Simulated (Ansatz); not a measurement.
# BeH2 (model cell, started as CdI2 type): converging a phonon calculation, part 2 of 3

Wanted: convergence of the phonons of BeH2 (model cell, started as CdI2 type) against cost.

Ansatz 0.2.0; DFT LDA, scalar-relativistic, plane waves, PAW.

So far, highest frequency on the path or at a solved wavevector (cm⁻¹): step 3 (phonons on a q mesh) 1453; step 5 (q mesh 3×3×2) 1453. The relaxed cell has a = 2.289, c = 3.917 Å (conventional setting).

The structure was built from a prototype and need not be the compound's stable phase.

## Step 6: Another k mesh, k-mesh 4×4×2, q mesh 2×2×2

The k mesh is changed to 4×4×2 on a small fixed q mesh, to find the coarsest that serves.

Input file input.yaml:

```yaml
crystal:
  lattice:
    - [2.2886762277, 0.0, 0.0]
    - [-1.1443381138, 1.9820517542, 0.0]
    - [0.0, 0.0, 3.9169799331]
  atoms:
    - { symbol: Be, position: [0.0, 0.0, 0.0] }
    - { symbol: H, position: [0.3333333333, 0.6666666667, 0.224529252] }
    - { symbol: H, position: [0.6666666667, 0.3333333333, 0.775470748] }
kpoints:
  mp_grid: { grid: [4, 4, 2] }
hamiltonian:
  xc: lda
scf:
  occupations: { method: fixed }
output:
  eigenvalues: true
phonons:
  method: dfpt
  dielectric: true
  rigid_motions: translations
  qmesh: [2, 2, 2]
  temperatures: { t_max: 1000, t_step: 50 }
  qpath:
    path:
      - [[0.0, 0.0, 0.0], [0.5, 0.0, 0.0], [0.33333333, 0.33333333, 0.0], [0.0, 0.0, 0.0], [0.0, 0.0, 0.5], [0.5, 0.0, 0.5], [0.33333333, 0.33333333, 0.5], [0.0, 0.0, 0.5]]
      - [[0.5, 0.0, 0.5], [0.5, 0.0, 0.0]]
      - [[0.33333333, 0.33333333, 0.5], [0.33333333, 0.33333333, 0.0]]
    npoints: 10
```

The run is started by

```sh
ansatz run input.yaml --threads 8 --pin off --max-ram 14336MiB --backend cpu --events-out ev --progress --plain --runs-dir out
```

Numbers of over 12 decimals in the logs are rounded to 6 here.

What it wrote:

```text
[...]
Crystal: 3 atoms, lattice volume = 17.768 Å³
Basis set: ecut = 420 eV, 337 PW (Γ), exchange–correlation on 32×32×54 points (8 copies of the dense FFT grid, shifted against one another)
Bands: 6, of which v1, the nominal top of the filled ones, is band 2 counted from 1 (1 counted from 0)
Symmetry: 12 space group operations
k-points: 14 of 32 (irreducible under 2 space group operations, time reversal used)
[...]
SCF iter   1: F=—  HF=-119.317704 eV  |F-HF|=—  |Δ(HF+E_count)|=         —  Δρ=8.60e-3  dr2=7.70e-3  ethr=1.77e-3  ⟨swp⟩=4.6  Hψ=689  notcnv=0  defer=22
[...]
SCF iter   6: F=-119.315266 eV  HF=-119.315266 eV  |F-HF|=4.28e-12  |Δ(HF+E_count)|=  7.18e-10  Δρ=4.29e-7  dr2=1.63e-11  ethr=2.50e-12  ⟨swp⟩=6.9  Hψ=429  notcnv=0
SCF 1 converged in 6 iterations: F = -119.315266 eV  dr2 = 1.63e-11
[...]
DFPT response loops at Γ: preconditioner auto → none (the input reference at scf.mixing.eps_inf says where Resta's filter doesn't serve); β = 0.50; Broyden in place of MSR1
── the response to a field inside a basis, on 10×10×6 k-points: an SCF that follows is theirs, and a resumed run solves both again ──
Bands: 3, of which v1, the nominal top of the filled ones, is band 2 counted from 1 (1 counted from 0)
k-points: 165 of 600 (irreducible under 4 space group operations)
[...]
Eigensolver: Dense (165 Hₖ)
SCF iter   1: F=—  HF=-119.429954 eV  |F-HF|=—  |Δ(HF+E_count)|=         —  Δρ=2.99e-3  dr2=1.13e-3  ethr=1.00e-1
[...]
SCF iter   4: F=-119.429616 eV  HF=-119.429616 eV  |F-HF|=1.09e-8  |Δ(HF+E_count)|=   1.68e-7  Δρ=6.75e-6  dr2=1.53e-8  ethr=1.18e-8
SCF 1 converged in 4 iterations: F = -119.429616 eV  dr2 = 1.53e-8
[...]
WARN: field response: ε∞ stands inside a basis, on 10×10×6 points; the force constants stand on the 4×4×2 k-mesh, whose period is 7.64 times the interband length at k = (0.0000, -0.5000, -0.5000), direct gap 4.341 eV, under 14: take them and everything formed from them as unconverged, and compare with a denser kpoints.mp_grid
[...]
SCF converged after 6 iterations
Free energy (F): -119.315266 eV
[...]
Internal energy: -119.315266 eV  (E = F + TS)
E sigma→0 (E₀):  -119.315266 eV
Fermi energy:    1.621724 eV
[...]
--- Band table (eV; the first three rows and the last of 14) ---
[...]
--- Phonons (Γ-DFPT): 4 representative perturbations + reference, on 14 of 32 k-points (Σ response iterations 14) ---
  k mesh reduced under 2 symmetry operations, with k and −k counted as one. Each operation leaves every solved perturbation unchanged. A smaller set is not considered because the run solves the response to a homogeneous field
  ASR residual: 2.549e-4 → 0.000e0 eV/Å²; symmetrization residual: 1.455e-7 eV/Å²
  ASR residual per site (eV/Å²): 3.47e-5 2.55e-4 2.55e-4
  Γ frequencies (cm⁻¹): 0.00 0.00 0.00 712.53 712.53 1325.72 1325.72 1336.36 1350.61
  ε∞ (high-frequency dielectric tensor):
        6.916781    -0.000000     0.000000
       -0.000000     6.916781    -0.000000
        0.000000    -0.000000     3.812225
  ε⁰ (static dielectric tensor: ions relaxed, cell fixed):
       23.223674    -0.000000     0.000000
       -0.000000    23.223674    -0.000000
        0.000000    -0.000000     4.149065
  ε⁰ − ε∞ (ionic part):
       16.306893    -0.000000     0.000000
       -0.000000    16.306893    -0.000000
        0.000000    -0.000000     0.336841
  softest optical mode at Γ: 712.53 cm⁻¹; the repairs (sum rule, projections) moved no ω² at Γ by more than (8.31 cm⁻¹)²
  Born effective charges Z* (e; rows j = field, columns β = displacement):
    site 0:
         2.21929   -0.00000    0.00000
        -0.00000    2.21929   -0.00000
         0.00000   -0.00000    0.59822
    site 1:
        -1.10965    0.00000   -0.00000
         0.00000   -1.10965    0.00000
        -0.00000    0.00000   -0.29911
    site 2:
        -1.10965    0.00000   -0.00000
         0.00000   -1.10965    0.00000
        -0.00000    0.00000   -0.29911
  Z* charge neutrality: 1.772e-3 e pre-enforcement
  solved inside a basis spanned on kpoints, on 10×10×6 k-points, its susceptibility summed on 16×16×8: ε∞ is read to err by 2.9e-2, Z* by 1.4e-2 e (field_mesh: kpoints solves on kpoints); Z* is corrected for what the basis lacks
  optical modes at Γ without the LO–TO term, one row a degenerate level:
      ω (cm⁻¹)  modes    IR ((D/Å)²/amu)
        712.53      2           137.9446
       1325.72      2             0.0000
       1336.36      1             5.0115
       1350.61      1             0.0000
  optical modes at Γ + LO–TO along q̂ = [1.0000, 0.0000, 0.0000]:
      ω (cm⁻¹)  modes    IR ((D/Å)²/amu)
        712.53      1            68.9723
       1305.63      1            68.9723
       1325.72      2             0.0000
       1336.36      1             5.0115
       1350.61      1             0.0000
  optical modes at Γ + LO–TO along q̂ = [0.0000, 1.0000, 0.0000]:
      ω (cm⁻¹)  modes    IR ((D/Å)²/amu)
        712.53      1            68.9723
       1305.63      1            68.9723
       1325.72      2             0.0000
       1336.36      1             5.0115
       1350.61      1             0.0000
  optical modes at Γ + LO–TO along q̂ = [0.0000, 0.0000, 1.0000]:
      ω (cm⁻¹)  modes    IR ((D/Å)²/amu)
        712.53      2           137.9446
       1325.72      2             0.0000
       1350.61      1             0.0000
       1394.15      1             5.0115
--- Phonons (arbitrary-q DFPT): 4 irreducible q on the 2×2×2 mesh ---
[...]
interpolated dispersion: 94 rows × 9 modes
[...]
zero-point energy: 0.530905 eV/cell   skipped modes (ω ≤ 0): 3   left out of the sums: 2.03e-5 of the cell's modes: C_V's classical limit lies that fraction below 3 k_B per atom; for a crystal, a wire or a layer, F and S can be off by more, and a phonons.interpolated_qmesh denser along its periods is the remedy for the sampling
```

Elapsed: 7.7 s, on 8 threads of Arm Neoverse V1, shared host; peak memory 0.52 GiB; 49 s of CPU time.

The run finished; it serves as a test, and its numbers are not taken as the result.

## Step 7: Another k mesh, k-mesh 6×6×4, q mesh 2×2×2

The k mesh is changed to 6×6×4 on a small fixed q mesh, to find the coarsest that serves.

Changes to input.yaml since step 6:

```diff
@@ -10,3 +10,3 @@
 kpoints:
-  mp_grid: { grid: [4, 4, 2] }
+  mp_grid: { grid: [6, 6, 4] }
 hamiltonian:
```

What it wrote:

```text
[...]
Crystal: 3 atoms, lattice volume = 17.768 Å³
Basis set: ecut = 420 eV, 337 PW (Γ), exchange–correlation on 32×32×54 points (8 copies of the dense FFT grid, shifted against one another)
Bands: 6, of which v1, the nominal top of the filled ones, is band 2 counted from 1 (1 counted from 0)
Symmetry: 12 space group operations
k-points: 47 of 144 (irreducible under 2 space group operations, time reversal used)
[...]
SCF iter   1: F=—  HF=-119.420782 eV  |F-HF|=—  |Δ(HF+E_count)|=         —  Δρ=1.09e-2  dr2=1.26e-2  ethr=1.77e-3  ⟨swp⟩=4.6  Hψ=2304  notcnv=0  defer=75
[...]
SCF iter   6: F=-119.416648 eV  HF=-119.416648 eV  |F-HF|=1.02e-12  |Δ(HF+E_count)|=   1.32e-9  Δρ=4.24e-7  dr2=1.42e-11  ethr=2.50e-12  ⟨swp⟩=7.1  Hψ=1492  notcnv=0
SCF 1 converged in 6 iterations: F = -119.416648 eV  dr2 = 1.42e-11
[...]
Bands: 3, of which v1, the nominal top of the filled ones, is band 2 counted from 1 (1 counted from 0)
k-points: 165 of 600 (irreducible under 4 space group operations)
[...]
Eigensolver: Dense (165 Hₖ)
SCF iter   1: F=—  HF=-119.428748 eV  |F-HF|=—  |Δ(HF+E_count)|=         —  Δρ=5.30e-4  dr2=2.63e-5  ethr=1.00e-1
[...]
SCF iter   3: F=-119.428746 eV  HF=-119.428746 eV  |F-HF|=1.45e-8  |Δ(HF+E_count)|=   4.41e-7  Δρ=3.30e-5  dr2=5.54e-8  ethr=1.03e-7
SCF 1 converged in 3 iterations: F = -119.428746 eV  dr2 = 5.54e-8
[...]
SCF converged after 6 iterations
Free energy (F): -119.416648 eV
[...]
Internal energy: -119.416648 eV  (E = F + TS)
E sigma→0 (E₀):  -119.416648 eV
Fermi energy:    1.476485 eV
[...]
--- Band table (eV; the first three rows and the last of 47) ---
[...]
ASR residual: 2.490e-4 → 0.000e0 eV/Å²; symmetrization residual: 9.798e-8 eV/Å²
  ASR residual per site (eV/Å²): 5.35e-5 2.49e-4 2.49e-4
  Γ frequencies (cm⁻¹): 0.00 0.00 0.00 758.23 758.23 1309.70 1309.70 1313.16 1368.39
  ε∞ (high-frequency dielectric tensor):
        6.917054    -0.000000     0.000000
       -0.000000     6.917054    -0.000000
        0.000000    -0.000000     3.812126
  ε⁰ (static dielectric tensor: ions relaxed, cell fixed):
       21.317381    -0.000000     0.000000
       -0.000000    21.317381    -0.000000
        0.000000    -0.000000     4.160765
  ε⁰ − ε∞ (ionic part):
       14.400327    -0.000000     0.000000
       -0.000000    14.400327    -0.000000
        0.000000    -0.000000     0.348639
[...]
Born effective charges Z* (e; rows j = field, columns β = displacement):
    site 0:
         2.21926   -0.00000    0.00000
        -0.00000    2.21926   -0.00000
         0.00000   -0.00000    0.59804
    site 1:
        -1.10963    0.00000   -0.00000
         0.00000   -1.10963    0.00000
        -0.00000    0.00000   -0.29902
    site 2:
        -1.10963    0.00000   -0.00000
         0.00000   -1.10963    0.00000
        -0.00000    0.00000   -0.29902
  Z* charge neutrality: 1.954e-3 e pre-enforcement
[...]
optical modes at Γ without the LO–TO term, one row a degenerate level:
      ω (cm⁻¹)  modes    IR ((D/Å)²/amu)
        758.23      2           137.9402
       1309.70      2             0.0000
       1313.16      1             5.0085
       1368.39      1             0.0000
  optical modes at Γ + LO–TO along q̂ = [1.0000, 0.0000, 0.0000]:
      ω (cm⁻¹)  modes    IR ((D/Å)²/amu)
        758.23      1            68.9701
       1309.70      2             0.0000
       1313.16      1             5.0085
       1331.08      1            68.9701
       1368.39      1             0.0000
  optical modes at Γ + LO–TO along q̂ = [0.0000, 1.0000, 0.0000]:
      ω (cm⁻¹)  modes    IR ((D/Å)²/amu)
        758.23      1            68.9701
       1309.70      2             0.0000
       1313.16      1             5.0085
       1331.08      1            68.9701
       1368.39      1             0.0000
  optical modes at Γ + LO–TO along q̂ = [0.0000, 0.0000, 1.0000]:
      ω (cm⁻¹)  modes    IR ((D/Å)²/amu)
        758.23      2           137.9402
       1309.70      2             0.0000
       1368.39      1             0.0000
       1371.90      1             5.0085
--- Phonons (arbitrary-q DFPT): 4 irreducible q on the 2×2×2 mesh ---
[...]
interpolated dispersion: 94 rows × 9 modes
[...]
```

Elapsed: 5 s, on 8 threads; peak memory 0.37 GiB.

The run finished; it serves as a test, and its numbers are not taken as the result.

## Step 8: Another k mesh, k-mesh 8×8×6, q mesh 2×2×2

The k mesh is changed to 8×8×6 on a small fixed q mesh, to find the coarsest that serves.

Changes to input.yaml since step 7:

```diff
@@ -10,3 +10,3 @@
 kpoints:
-  mp_grid: { grid: [6, 6, 4] }
+  mp_grid: { grid: [8, 8, 6] }
 hamiltonian:
```

What it wrote:

```text
[...]
Crystal: 3 atoms, lattice volume = 17.768 Å³
Basis set: ecut = 420 eV, 337 PW (Γ), exchange–correlation on 32×32×54 points (8 copies of the dense FFT grid, shifted against one another)
Bands: 6, of which v1, the nominal top of the filled ones, is band 2 counted from 1 (1 counted from 0)
Symmetry: 12 space group operations
k-points: 114 of 384 (irreducible under 2 space group operations, time reversal used)
[...]
ω (cm⁻¹)  modes    IR ((D/Å)²/amu)
[...]
optical modes at Γ + LO–TO along q̂ = [0.0000, 0.0000, 1.0000]:
      ω (cm⁻¹)  modes    IR ((D/Å)²/amu)
        763.84      2           138.1087
       1307.03      2             0.0000
       1370.23      1             5.0103
       1379.02      1             0.0000
--- Phonons (arbitrary-q DFPT): 4 irreducible q on the 2×2×2 mesh ---
[...]
interpolated dispersion: 94 rows × 9 modes
[...]
[key lines of the parts left out:]
SCF converged after 6 iterations
Free energy (F): -119.425828 eV
Fermi energy:    1.588311 eV
```

Wall time 6.9 s (8 threads); peak memory 0.55 GiB.

A gap read on the k-mesh alone can miss the band edges.

Frequencies (cm⁻¹) solved at each irreducible wavevector; negative means imaginary. Frequencies by wavevector, by row:

```csv
q in reciprocal lattice units,star,mode 1,mode 2,mode 3,mode 4,mode 5,mode 6,mode 7,mode 8,mode 9
0 0 0,1,0,0,0,763.8,763.8,1307,1307,1311,1379
0 0 -0.5,1,68.2,68.2,153.7,787.2,787.2,1301,1301,1371,1378
0 -0.5 0,3,317.8,351.2,706.2,1064,1139,1190,1213,1355,1422
0 -0.5 -0.5,3,328.5,346.8,698.5,1069,1161,1177,1204,1364,1421
```

The highest optical mode at the zone centre (no LO-TO term) is 1379.0 cm⁻¹, -3.7 cm⁻¹ against the base run.

The log warns of the k mesh: “the force constants stand on the 8×8×6 k-mesh, whose period is 11.01 times the interband length at k = (0.1250, 0.3750, -0.3333), direct gap 4.136 eV, under 14: take them and everything formed from them as unconverged”.

## Step 9: Another k mesh, q mesh 2×2×2

The k mesh is changed to 12×12×8 on a small fixed q mesh, to find the coarsest that serves.

Changes to input.yaml since step 8:

```diff
@@ -10,3 +10,3 @@
 kpoints:
-  mp_grid: { grid: [8, 8, 6] }
+  mp_grid: { grid: [12, 12, 8] }
 hamiltonian:
```

What it wrote:

```text
[...]
Crystal: 3 atoms, lattice volume = 17.768 Å³
Basis set: ecut = 420 eV, 337 PW (Γ), exchange–correlation on 32×32×54 points (8 copies of the dense FFT grid, shifted against one another)
Bands: 6, of which v1, the nominal top of the filled ones, is band 2 counted from 1 (1 counted from 0)
Symmetry: 12 space group operations
[...]
ω (cm⁻¹)  modes    IR ((D/Å)²/amu)
[...]
optical modes at Γ + LO–TO along q̂ = [0.0000, 0.0000, 1.0000]:
      ω (cm⁻¹)  modes    IR ((D/Å)²/amu)
        765.15      2           138.0587
       1306.66      2             0.0000
       1369.87      1             5.0092
       1382.70      1             0.0000
--- Phonons (arbitrary-q DFPT): 4 irreducible q on the 2×2×2 mesh ---
[...]
interpolated dispersion: 94 rows × 9 modes
[...]
[key lines of the parts left out:]
SCF converged after 6 iterations
Free energy (F): -119.427159 eV
Fermi energy:    1.587908 eV
```

Wall time 12 s (8 threads); peak memory 0.48 GiB.

Frequencies (cm⁻¹) solved at each irreducible wavevector; negative means imaginary. Frequencies by wavevector, by row:

```csv
q in reciprocal lattice units,star,mode 1,mode 2,mode 3,mode 4,mode 5,mode 6,mode 7,mode 8,mode 9
0 0 0,1,0,0,0,765.1,765.1,1307,1307,1311,1383
0 0 -0.5,1,67.7,67.7,155.5,788.3,788.3,1300,1300,1375,1378
0 -0.5 0,3,318.3,352,706.4,1063,1139,1190,1214,1356,1422
0 -0.5 -0.5,3,328.9,347.8,698.3,1069,1162,1177,1204,1366,1422
```

The highest optical mode at the zone centre (no LO-TO term) is 1382.7 cm⁻¹, +0.0 cm⁻¹ against the base run.

## Step 10: Another k mesh, k-mesh 18×18×12, q mesh 2×2×2

The k mesh is changed to 18×18×12 on a small fixed q mesh, to find the coarsest that serves.

Changes to input.yaml since step 9:

```diff
@@ -10,3 +10,3 @@
 kpoints:
-  mp_grid: { grid: [12, 12, 8] }
+  mp_grid: { grid: [18, 18, 12] }
 hamiltonian:
```

What it wrote:

```text
[...]
Crystal: 3 atoms, lattice volume = 17.768 Å³
Basis set: ecut = 420 eV, 337 PW (Γ), exchange–correlation on 32×32×54 points (8 copies of the dense FFT grid, shifted against one another)
Bands: 6, of which v1, the nominal top of the filled ones, is band 2 counted from 1 (1 counted from 0)
Symmetry: 12 space group operations
[...]
ω (cm⁻¹)  modes    IR ((D/Å)²/amu)
[...]
optical modes at Γ + LO–TO along q̂ = [0.0000, 0.0000, 1.0000]:
      ω (cm⁻¹)  modes    IR ((D/Å)²/amu)
        765.19      2           138.0955
       1306.68      2             0.0000
       1369.92      1             5.0135
       1382.84      1             0.0000
--- Phonons (arbitrary-q DFPT): 4 irreducible q on the 2×2×2 mesh ---
[...]
interpolated dispersion: 94 rows × 9 modes
[...]
[key lines of the parts left out:]
SCF converged after 6 iterations
Free energy (F): -119.427180 eV
Fermi energy:    1.574469 eV
```

Run time: 23 s. Hardware: 8 threads; peak memory 0.62 GiB; 2.4 min of CPU time.

The highest optical mode at the zone centre (no LO-TO term) is 1382.8 cm⁻¹, +0.1 cm⁻¹ against the base run.

## Step 11: Side by side

Times are for 8 threads of Arm Neoverse V1, shared host. The runs compared:

```csv
no.,k-mesh,lowest mode on the q mesh (acoustic modes at Γ apart) (cm⁻¹),time,memory (GiB)
1,8×8×6,68.24,6.9 s,0.55
2,12×12×8,67.74,12 s,0.48
3,18×18×12,67.69,23 s,0.62
```

(Continued in part 3 of 3.)

[Logs are printed without paths, hosts, clocks, repeated set-up lines and the standing remarks that a program may print on its own settings, such as how far it seeks lower states.]

[Hosts, paths, dates, database ids (printed as entryN), source tags and the programs' standing remarks are cut or masked in the printed files.]
